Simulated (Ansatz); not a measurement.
# Decaying states in the gap of K2NaBF6, part 2 of 4

A new crystal, K2NaBF6: structure, gap and complex bands. It is built by putting B for Ga in the K2NaGaF6 structure of space group Fm-3m, with the volume rescaled by atomic radii. The parent structure comes from the Materials Project.

Ansatz 0.2.0; PBE DFT, plane waves, PAW files (the session's first sound run).

So far. Step 2 (Cell and atoms at rest): The largest force component on a free atom ends at 2.3e-4 eV/Å.

The structure was built from a prototype and need not be the compound's stable phase.

## 3. Band edges

The energy window and the wavevectors of the next steps follow from the band edges, so these are searched first, off the mesh as well.

input.yaml

```yaml
crystal:
  lattice:
    - [0.0, 3.9797127747, 3.9797127747]
    - [3.9797127747, 0.0, 3.9797127747]
    - [3.9797127747, 3.9797127747, 0.0]
  atoms:
    - { symbol: K, position: [0.75, 0.75, 0.75] }
    - { symbol: K, position: [0.25, 0.25, 0.25] }
    - { symbol: Na, position: [0.5, 0.5, 0.5] }
    - { symbol: B, position: [0.0, 0.0, 0.0] }
    - { symbol: F, position: [0.7921375189, 0.2078624811, 0.2078624811] }
    - { symbol: F, position: [0.2078624811, 0.2078624811, 0.7921375189] }
    - { symbol: F, position: [0.2078624811, 0.7921375189, 0.7921375189] }
    - { symbol: F, position: [0.2078624811, 0.7921375189, 0.2078624811] }
    - { symbol: F, position: [0.7921375189, 0.2078624811, 0.7921375189] }
    - { symbol: F, position: [0.7921375189, 0.7921375189, 0.2078624811] }
kpoints:
  mp_grid: { grid: [6, 6, 6] }
  band_path: { path: [VBM, CBM], npoints: 30 }
scf:
  occupations: { method: fixed }
hamiltonian:
  xc: pbe
output:
  eigenvalues: true
  write_potential: true
  write_density: true
  volumetric_format: npy
  elf: true
```

Command:

```
$ ansatz run input.yaml --threads 2 --pin off --max-ram 4096MiB --backend cpu --events-out ev --progress --plain --runs-dir out
```

Numbers of over 12 decimals in the logs are rounded to 6 here.

What it wrote:

```text
[...]
Crystal: 10 atoms, lattice volume = 126.062 Å³
Basis set: ecut = 420 eV, 2445 PW (Γ)
Bands: 46, of which v1, the nominal top of the filled ones, is band 36 counted from 1 (35 counted from 0)
Symmetry: 48 space group operations
[...]
k-points: 16 of 216
[...]
SCF iter   1: F=—  HF=-9577.414230 eV  |F-HF|=—  |Δ(HF+E_count)|=         —  Δρ=1.60e-3  dr2=9.20e-4  ethr=1.77e-3  ⟨swp⟩=4.8  Hψ=2783  notcnv=0  defer=106
[...]
SCF iter   6: F=-9577.414568 eV  HF=-9577.414568 eV  |F-HF|=2.08e-8  |Δ(HF+E_count)|=   1.01e-7  Δρ=7.60e-6  dr2=4.23e-8  ethr=1.39e-10  ⟨swp⟩=10.2  Hψ=3568  notcnv=0
SCF 1 converged in 6 iterations: F = -9577.414568 eV  dr2 = 4.23e-8
[...]
NSCF: frozen V_eff on 16 k-points
[...]
SCF converged after 6 iterations
Free energy (F): -9577.414568 eV
[...]
Internal energy: -9577.414568 eV  (E = F + TS)
E sigma→0 (E₀):  -9577.414568 eV
Fermi energy:    2.510545 eV
[...]
--- Band table (eV; the first three rows and the last of 16) ---
  k-point 0: bands = [... 32 lower, 1.8079, 2.5105, 2.5105, 2.5105, 9.1757, 12.2683, 12.2683, 12.4367, ... 6 higher]
  k-point 1: bands = [... 32 lower, 1.7894, 2.4637, 2.4637, 2.4844, 9.5109, 12.3408, 12.4179, 12.4179, ... 6 higher]
  k-point 2: bands = [... 32 lower, 1.7552, 2.3809, 2.3809, 2.4285, 10.3224, 12.0595, 12.8194, 12.8194, ... 6 higher]
  k-point 15: bands = [... 32 lower, 1.6333, 2.1780, 2.2686, 2.4232, 11.7556, 12.3330, 12.8300, 12.8681, ... 6 higher]
```

It took 8.8 s on 2 threads of Arm Neoverse V1, shared host; peak memory 0.41 GiB; 17 s of CPU time.

This step gave:

- free energy: -9577.4146 eV
- Fermi energy: 2.511 eV
- gap on the k-mesh: 6.665 eV
- gap on path: 6.665 eV, by band count; negative where bands overlap
- direct gap on path: 6.665 eV
- edge places on path: 0, 0 1/A along the path

Levels at VBM (eV): -6.43, -4.20, -4.20, -4.20, -2.44, -2.44, -2.44, -1.27, -1.27, -0.90, -0.90, -0.90, -0.70, -0.70, -0.70, 0.00, 0.00, 0.00, 6.67.

Valence density in the ac plane of the conventional cell at fractional y = 0.000, with atoms of Na and B and F within 0.2 Å of it. It is the smooth field of the valence electrons, not physical close to the nuclei.

Ten steps, logarithmic in the rise over the least value, from '0' (0 e/Å³) to '9' (17 e/Å³), each cell a mean:
```
2236874114897213687432
3223542101453001454223
5321211000110000121124
8621000001121000000147
9731000012453100000258
7520000014786300000146
3210000025897310000013
1000001113675211000001
2100123222343223310002
7510257632232357631037
9721379853223479852159
9721368743222368741148
5300145422332235421014
1000012112453212110001
2100000014786210000011
5310000025897310000124
8630000014675200000147
9731000001332100000258
7521100000110000011136
4322331000221001232223
3235763103775102576322
2347985215997213798532
```
Columns run along a (8.0 Å), rows up along c (8.0 Å), edges of the conventional cell, whose origin can differ from the input's. Atoms in or near the plane, at fractional coordinates: Na at (0.50, 0.00), Na at (0.00, 0.50), B at (0.00, 0.00), B at (0.50, 0.50), F at (0.21, 0.00), F at (0.71, 0.50), F at (0.00, 0.21), F at (0.50, 0.71), F at (0.79, 0.00), F at (0.29, 0.50), F at (0.50, 0.29), F at (0.00, 0.79).

Electrostatic potential energy in the ac plane of the conventional cell at fractional y = 0.000, with atoms of Na and B and F within 0.2 Å of it. With pseudopotentials it is smooth inside the atoms' cores, unlike the true potential.

Values in eV, 12 rows by 16 columns, each cell a mean:
```
-34  -6 -11 -26  -8   7   2 -25 -33  -5   6   1 -24 -19  -1 -26
-18   3   9   9   9   9   7   5   5   7   8   9   9   9   7 -12
-37  -6  10   9   9   9   9  -8 -13   6   9   9   9  10   5 -32
 -3   8   9   9   9  10   5 -32 -38  -6  10   9   9   9   9   1
  1   5   8   9   7   7   7  -6 -11   5   8   6   9   8   6   2
-43  -9   6  -3 -33 -29  -4 -36 -43 -10 -19 -35 -16   7   0 -35
-33  -5   6   1 -24 -19  -1 -26 -34  -6 -11 -26  -8   7   2 -25
  5   7   8   9   9   9   7 -12 -18   3   9   9   9   9   7   5
-13   6   9   9   9  10   5 -32 -37  -6  10   9   9   9   9  -8
-38  -6  10   9   9   9   9   1  -3   8   9   9   9  10   5 -32
-11   5   8   6   9   8   6   2   1   5   8   9   7   7   7  -6
-43 -10 -19 -35 -16   7   0 -35 -43  -9   6  -3 -33 -29  -4 -36
```
Columns run along a (8.0 Å; values clipped at the 3rd and 97th percentile), rows up along c (8.0 Å), edges of the conventional cell, whose origin can differ from the input's. Atoms in or near the plane, at fractional coordinates: Na at (0.50, 0.00), Na at (0.00, 0.50), B at (0.00, 0.00), B at (0.50, 0.50), F at (0.21, 0.00), F at (0.71, 0.50), F at (0.00, 0.21), F at (0.50, 0.71), F at (0.79, 0.00), F at (0.29, 0.50), F at (0.50, 0.29), F at (0.00, 0.79).

ELF in the ac plane of the conventional cell at fractional y = 0.000, with atoms of Na and B and F within 0.2 Å of it. It is the smooth field of the valence electrons, not physical close to the nuclei.

Values, 12 rows by 16 columns, each cell a mean:
```
0.28 0.37 0.66 0.74 0.76 0.29 0.16 0.50 0.51 0.31 0.12 0.67 0.76 0.72 0.46 0.27
0.72 0.42 0.16 0.36 0.31 0.06 0.04 0.14 0.15 0.08 0.04 0.24 0.39 0.20 0.25 0.68
0.66 0.76 0.26 0.02 0.01 0.07 0.50 0.73 0.73 0.62 0.19 0.01 0.01 0.11 0.65 0.73
0.62 0.48 0.12 0.02 0.03 0.10 0.60 0.72 0.65 0.73 0.21 0.03 0.03 0.05 0.37 0.60
0.20 0.07 0.04 0.37 0.57 0.36 0.21 0.59 0.68 0.30 0.24 0.54 0.48 0.13 0.03 0.16
0.46 0.39 0.14 0.71 0.71 0.71 0.58 0.22 0.15 0.45 0.73 0.67 0.76 0.33 0.21 0.53
0.51 0.31 0.12 0.67 0.76 0.72 0.46 0.27 0.28 0.37 0.66 0.74 0.76 0.29 0.16 0.50
0.15 0.08 0.04 0.24 0.39 0.20 0.25 0.68 0.72 0.42 0.16 0.36 0.31 0.06 0.04 0.14
0.73 0.62 0.19 0.01 0.01 0.11 0.65 0.73 0.66 0.76 0.26 0.02 0.01 0.07 0.50 0.73
0.65 0.73 0.21 0.03 0.03 0.05 0.37 0.60 0.62 0.48 0.12 0.02 0.03 0.10 0.60 0.72
0.68 0.30 0.24 0.54 0.48 0.13 0.03 0.16 0.20 0.07 0.04 0.37 0.57 0.36 0.21 0.59
0.15 0.45 0.73 0.67 0.76 0.33 0.21 0.53 0.46 0.39 0.14 0.71 0.71 0.71 0.58 0.22
```
Columns run along a (8.0 Å), rows up along c (8.0 Å), edges of the conventional cell, whose origin can differ from the input's. Atoms in or near the plane, at fractional coordinates: Na at (0.50, 0.00), Na at (0.00, 0.50), B at (0.00, 0.00), B at (0.50, 0.50), F at (0.21, 0.00), F at (0.71, 0.50), F at (0.00, 0.21), F at (0.50, 0.71), F at (0.79, 0.00), F at (0.29, 0.50), F at (0.50, 0.29), F at (0.00, 0.79).

The searched edges give 6.67 eV, as on the mesh.

## 4. Decaying states in the gap, plane (111)

This step: PBE DFT, plane waves, PAW files; complex bands by layer matching along the plane's normal (Ansatz 0.2.0).

The same crystal is laid in a cell whose first two vectors span the (111) plane (indices of the standard conventional cell, whose axes can be ordered otherwise than in the bulk input). At fixed energy and wavevector in the plane the solver finds all kz, real and complex. A few wavevectors are listed, (0, 0) and (0.5, 0) in units of the plane's reciprocal vectors; the slowest state needn't be among them.

input.yaml

```yaml
crystal:
  lattice:
    - [5.62816378, 0.0, 0.0]
    - [2.81408189, 4.87413281, 0.0]
    - [2.81408189, 1.624710937, 4.595376484]
  atoms:
    - { symbol: K, position: [0.25, 0.25, 0.25] }
    - { symbol: K, position: [0.75, 0.75, 0.75] }
    - { symbol: Na, position: [0.5, 0.5, 0.5] }
    - { symbol: B, position: [0.0, 0.0, 0.0] }
    - { symbol: F, position: [0.7921375189, 0.7921375189, 0.2078624811] }
    - { symbol: F, position: [0.7921375189, 0.2078624811, 0.2078624811] }
    - { symbol: F, position: [0.2078624811, 0.2078624811, 0.7921375189] }
    - { symbol: F, position: [0.2078624811, 0.7921375189, 0.2078624811] }
    - { symbol: F, position: [0.7921375189, 0.2078624811, 0.7921375189] }
    - { symbol: F, position: [0.2078624811, 0.7921375189, 0.7921375189] }
kpoints:
  mp_grid: { grid: [6, 6, 6] }
scf:
  occupations: { method: fixed }
hamiltonian:
  xc: pbe
output:
  eigenvalues: true
  transmission:
    leads: [[0, 0]]
    kpoints: [[0.0, 0.0], [0.5, 0.0]]
    e_range: [-1.0, 7.67]
    de: 0.22
```

What it wrote:

```text
[...]
Crystal: 10 atoms, lattice volume = 126.062 Å³
Basis set: ecut = 420 eV, 2445 PW (Γ)
Bands: 46, of which v1, the nominal top of the filled ones, is band 36 counted from 1 (35 counted from 0)
Symmetry: 48 space group operations
[...]
k-points: 16 of 216
[...]
SCF iter   1: F=—  HF=-9577.414136 eV  |F-HF|=—  |Δ(HF+E_count)|=         —  Δρ=1.60e-3  dr2=9.09e-4  ethr=1.77e-3  ⟨swp⟩=4.9  Hψ=2784  notcnv=0  defer=107
[...]
SCF iter   6: F=-9577.414568 eV  HF=-9577.414568 eV  |F-HF|=7.89e-9  |Δ(HF+E_count)|=   1.96e-8  Δρ=6.44e-6  dr2=2.96e-8  ethr=1.39e-10  ⟨swp⟩=11.2  Hψ=2981  notcnv=0
SCF 1 converged in 6 iterations: F = -9577.414568 eV  dr2 = 2.96e-8
[...]
transmission: 7 of 14 steps passed
transmission: 14 of 14 steps passed
SCF converged after 6 iterations
Free energy (F): -9577.414568 eV
[...]
Internal energy: -9577.414568 eV  (E = F + TS)
E sigma→0 (E₀):  -9577.414568 eV
Fermi energy:    2.510515 eV
[...]
--- Band table (eV; the first three rows and the last of 16) ---
  k-point 0: bands = [... 32 lower, 1.8078, 2.5105, 2.5105, 2.5105, 9.1757, 12.2683, 12.2683, 12.4367, ... 6 higher]
  k-point 1: bands = [... 32 lower, 1.7894, 2.4637, 2.4637, 2.4844, 9.5109, 12.3408, 12.4179, 12.4179, ... 6 higher]
  k-point 2: bands = [... 32 lower, 1.7552, 2.3808, 2.3808, 2.4284, 10.3224, 12.0595, 12.8194, 12.8194, ... 6 higher]
  k-point 15: bands = [... 32 lower, 1.6333, 2.1780, 2.2686, 2.4232, 11.7556, 12.3330, 12.8300, 12.8681, ... 6 higher]
--- Transmission ---
  basis      : 241 plane waves across, 7 finite elements along
  points     : 2, as listed
  energies   : 40 from -1.000000 to 7.580000 eV about the Fermi level, 0.220000 eV apart; the leads are filled to 3.332574 eV, and channels, transmission and decay are at 3.400000 eV
  crystal 0  : K2F6B1Na1, at the sites [0, 0], period 4.5954 Å: whole cells are its period
    offset         : up to 0.0000 Å between an atom of the period and one for which it stands
    channels       : 0.000000e0 a spin
    conductance    : none, the energies end too early or step too widely for 300 K: set another output.transmission.e_range or a lower de, or, where they end at an eighth of basis.ecutwfc, a higher one
    slowest decay  : 0.5290 /Å at (0.0000, 0.0000)
```

Wall time 45 s (2 threads); peak memory 0.71 GiB; 73 s of CPU time.

Numbers from this step:

```yaml
level_to_which_the_leads_are_filled: 3.333 eV from the Fermi level
decay_constant_at_the_filling_level_zone_centre: 0.529 Å⁻¹
decay_constant_at_the_filling_level_slowest_listed_point: 0.529 Å⁻¹
```

K parallel (0, 0); values up to 1.5 1/Å, a degenerate pair printed once or twice; energies at which all values exceed this have no row. Im kz of the slowest decaying states against energy, zero at the highest filled level on the SCF mesh:

```
energy (eV)  decay 1 (Å⁻¹)  decay 2 (Å⁻¹)  decay 3 (Å⁻¹)  decay 4 (Å⁻¹)
      -1.00          0.428          0.520          0.603          0.729
      -0.56          0.195          0.405          0.428          0.677
      -0.12         0.0963          0.354          0.577          0.820
       0.10          0.284          0.398          0.398          0.624
       0.32          0.432          0.438          0.633          0.660
       0.76          0.480          0.566          0.713          0.855
       1.20          0.511          0.634          0.750          0.904
       1.64          0.530          0.677          0.776          0.924
       2.08          0.540          0.707          0.794          0.942
       2.52          0.543          0.727          0.807          0.958
       2.96          0.539          0.740          0.814          0.977
       3.40          0.529          0.747          0.817           1.00
       3.62          0.522          0.748          0.818           1.00
       4.06          0.502          0.748          0.815           1.01
       4.50          0.475          0.744          0.809           1.01
       4.94          0.439          0.735          0.800           1.00
       5.38          0.392          0.722          0.787          0.997
       5.82          0.329          0.706          0.770          0.988
       6.26          0.236          0.685          0.748          0.977
       6.70          0.660          0.721          0.966          0.999
       7.14          0.631          0.688          0.923          0.979
       7.58          0.596          0.647          0.860          0.971
```

K parallel (0.5, 0); values up to 1.5 1/Å, a degenerate pair printed once or twice; energies at which all values exceed this have no row. The Im kz of the slowest decaying states by energy, zero at the highest filled level on the SCF mesh:

```
energy (eV)  decay 1 (Å⁻¹)  decay 2 (Å⁻¹)  decay 3 (Å⁻¹)  decay 4 (Å⁻¹)
      -1.00         0.0912          0.285          0.458          0.514
      -0.34         0.0896          0.109          0.407          0.433
       0.10          0.368          0.414          0.424          0.528
       0.32          0.501          0.540          0.550          0.569
       0.76          0.597          0.629          0.695          0.695
       1.42          0.682          0.813          0.815          0.903
       2.08          0.723          0.866          0.888          0.967
       2.74          0.745          0.900          0.937          0.991
       3.40          0.754          0.921          0.970           1.01
       3.84          0.753          0.929          0.986           1.01
       4.50          0.741          0.935          0.986           1.00
       5.16          0.717          0.935          0.961           1.01
       5.82          0.680          0.921          0.934          0.935
       6.26          0.647          0.910          0.914          0.933
       6.92          0.582          0.881          0.894          0.920
       7.58          0.486          0.844          0.887          0.897
```

At the listed wavevectors the last open channel is at -0.12 eV and the next at +6.70 eV on the grid. At +3.40 eV, the grid energy nearest the filling level (the middle of the gap on the SCF mesh), the slowest state at the listed wavevectors decays with κ = 0.529 Å⁻¹, its amplitude falling by e over 1.9 Å. Through 1 nm of this crystal that state's transmission falls by exp(−2 × 0.529 Å⁻¹ × 10 Å) = 2.5e-5.

## 5. Decay over the two-dimensional zone

The listed points could miss the slowest state, so one energy near mid-gap is solved on a mesh of 8×8.

input.yaml: that of step 4 with these lines changed.

```diff
@@ -24,6 +24,2 @@
   eigenvalues: true
-  transmission:
-    leads: [[0, 0]]
-    kpoints: [[0.0, 0.0], [0.5, 0.0]]
-    e_range: [-1.0, 7.67]
-    de: 0.22
+  transmission: { leads: [[0, 0]], kmesh: [8, 8], e_range: [3.33, 3.34], de: 0.05 }
```

What it wrote:

```text
[...]
Crystal: 10 atoms, lattice volume = 126.062 Å³
Basis set: ecut = 420 eV, 2445 PW (Γ)
Bands: 46, of which v1, the nominal top of the filled ones, is band 36 counted from 1 (35 counted from 0)
Symmetry: 48 space group operations
[...]
k-points: 16 of 216
[...]
SCF iter   1: F=—  HF=-9577.414136 eV  |F-HF|=—  |Δ(HF+E_count)|=         —  Δρ=1.60e-3  dr2=9.09e-4  ethr=1.77e-3  ⟨swp⟩=4.9  Hψ=2784  notcnv=0  defer=107
[...]
SCF iter   6: F=-9577.414568 eV  HF=-9577.414568 eV  |F-HF|=7.89e-9  |Δ(HF+E_count)|=   1.96e-8  Δρ=6.44e-6  dr2=2.96e-8  ethr=1.39e-10  ⟨swp⟩=11.2  Hψ=2981  notcnv=0
SCF 1 converged in 6 iterations: F = -9577.414568 eV  dr2 = 2.96e-8
[...]
transmission: 24 of 60 steps passed
transmission: 48 of 60 steps passed
transmission: 60 of 60 steps passed
SCF converged after 6 iterations
Free energy (F): -9577.414568 eV
[...]
Internal energy: -9577.414568 eV  (E = F + TS)
E sigma→0 (E₀):  -9577.414568 eV
Fermi energy:    2.510515 eV
[...]
--- Band table (eV; the first three rows and the last of 16) ---
  k-point 0: bands = [... 32 lower, 1.8078, 2.5105, 2.5105, 2.5105, 9.1757, 12.2683, 12.2683, 12.4367, ... 6 higher]
  k-point 1: bands = [... 32 lower, 1.7894, 2.4637, 2.4637, 2.4844, 9.5109, 12.3408, 12.4179, 12.4179, ... 6 higher]
  k-point 2: bands = [... 32 lower, 1.7552, 2.3808, 2.3808, 2.4284, 10.3224, 12.0595, 12.8194, 12.8194, ... 6 higher]
  k-point 15: bands = [... 32 lower, 1.6333, 2.1780, 2.2686, 2.4232, 11.7556, 12.3330, 12.8300, 12.8681, ... 6 higher]
--- Transmission ---
  basis      : 241 plane waves across, 6 finite elements along
  points     : 10, standing for a mesh of 8 x 8
  energies   : 1 from 3.330000 to 3.330000 eV about the Fermi level; the leads are filled to 3.332574 eV, and channels, transmission and decay are at 3.330000 eV
  crystal 0  : K2F6B1Na1, at the sites [0, 0], period 4.5954 Å: whole cells are its period
[...]
channels       : 0.000000e0 a spin
    conductance    : none, crystal 0 has no channel at the energies, or these end too early or step too widely for 300 K: set another output.transmission.e_range or a lower de, or, where they end at an eighth of basis.ecutwfc, a higher one
    slowest decay  : 0.5310 /Å at (0.0000, 0.0000)
```

Run time: 21 s. Hardware: 2 threads; peak memory 0.75 GiB; 41 s of CPU time.

This step gave:

| Quantity | Value |
| --- | --- |
| least decay constant on the mesh | 0.531 Å⁻¹ |

Slowest decay constant (1/Å; 0 where a channel is open) over k1 and k2. At 3.3300 eV from the Fermi level.

Values, 8 rows by 8 columns:
```
0.771 0.904 0.904 0.771 0.710 0.685 0.685 0.710
0.806 0.904 0.806 0.685 0.619 0.598 0.619 0.685
0.771 0.771 0.685 0.598 0.553 0.553 0.598 0.685
0.753 0.710 0.619 0.553 0.531 0.553 0.619 0.710
0.771 0.685 0.598 0.553 0.553 0.598 0.685 0.771
0.806 0.685 0.619 0.598 0.619 0.685 0.806 0.904
0.771 0.710 0.685 0.685 0.710 0.771 0.904 0.904
0.753 0.771 0.806 0.771 0.753 0.771 0.806 0.771
```
Columns: k1 (b1) from -0.5 to 0.375; rows upwards: k2 (b2) from -0.5 to 0.375.

The least value on the mesh is 0.531 Å⁻¹ at +3.33 eV. At that energy the listed points give about 0.531 Å⁻¹ by interpolation, so the mesh holds no clearly slower state.

(Continued in part 3 of 4.)

[Logs are printed without paths, hosts, clocks, repeated set-up lines and the standing remarks that a program may print on its own settings, such as how far it seeks lower states.]

[Hosts, paths, dates, database ids (printed as entryN), source tags and the programs' standing remarks are cut or masked in the printed files.]
